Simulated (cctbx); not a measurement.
# Resonant diffraction in Yb3V5Ga4Pt2

Space group Immm (no. 71), a = 4.1730 Å, b = 9.2800 Å, c = 12.2060 Å, α = 90.00°, β = 90.00°, γ = 90.00°.

| atom | mult. | x | y | z | Ueq (Å²) |
| --- | --- | --- | --- | --- | --- |
| Pt1 | 4 | 0 | 0.8208 | 0 | 0.0153 |
| Yb1 | 4 | 1/2 | 1/2 | 0.2941 | 0.0127 |
| Yb2 | 2 | 1/2 | 1/2 | 0 | 0.0115 |
| Ga1 | 8 | 1/2 | 0.7778 | 0.1383 | 0.0132 |
| V1 | 2 | 1/2 | 0 | 0 | 0.0189 |
| V2 | 8 | 0 | 0.3674 | 0.8345 | 0.0218 |

The model was made for the exercise: a known structure type with other elements put in, its volume estimated, not relaxed; displacement parameters are assumed.

Calculated with cctbx: free-atom f′ and f″ from the Sasaki tables, no fine structure; amplitudes in electrons.

```csv
E (eV),F 0 0 4,F 0 1 3,F 0 1 1,F 1 2 1
10964,226.2,81.5,67.6,125.2
11314,218.7,87.4,64.2,119.2
11444,213.2,90.4,61.7,115.4
11504,208.0,92.8,59.3,111.9
11534,202.7,95.1,57.0,108.5
11549,197.5,97.3,54.6,105.2
11556,192.8,99.1,52.6,102.2
11560,187.8,101.2,50.3,99.1
11568,191.5,98.0,50.5,100.2
11572,197.2,95.6,53.1,103.8
11579,202.1,93.5,55.3,106.9
11594,207.5,91.4,57.7,110.3
11624,212.8,89.4,60.1,113.6
11714,219.6,87.1,63.2,117.8
11964,226.4,85.6,66.2,121.7
```

**Question.** Which edge is crossed, and why do the reflections move as they do?

The L3 edge of Pt. The edge is at 11564 eV. f′ of Pt falls from -12.1 e at 11444 eV to -18.7 e at 4 eV below it, and f″ steps from 3.87 to 10.19 e across it. Over that approach |F| changes by -12 % (0 0 4), +12 % (0 1 3), -18 % (0 1 1) and -14 % (1 2 1): a reflection falls where Pt scatters in phase with the total and rises where it scatters against it; it hardly moves where the Pt term is small or cancels by symmetry. Above the edge the larger f″ enters the imaginary part, where it can add to or cancel the other atoms' f″. The structure is centrosymmetric, so Friedel mates stay equal.

[Logs are printed without paths, hosts, clocks, repeated set-up lines and the standing remarks that a program may print on its own settings, such as how far it seeks lower states.]
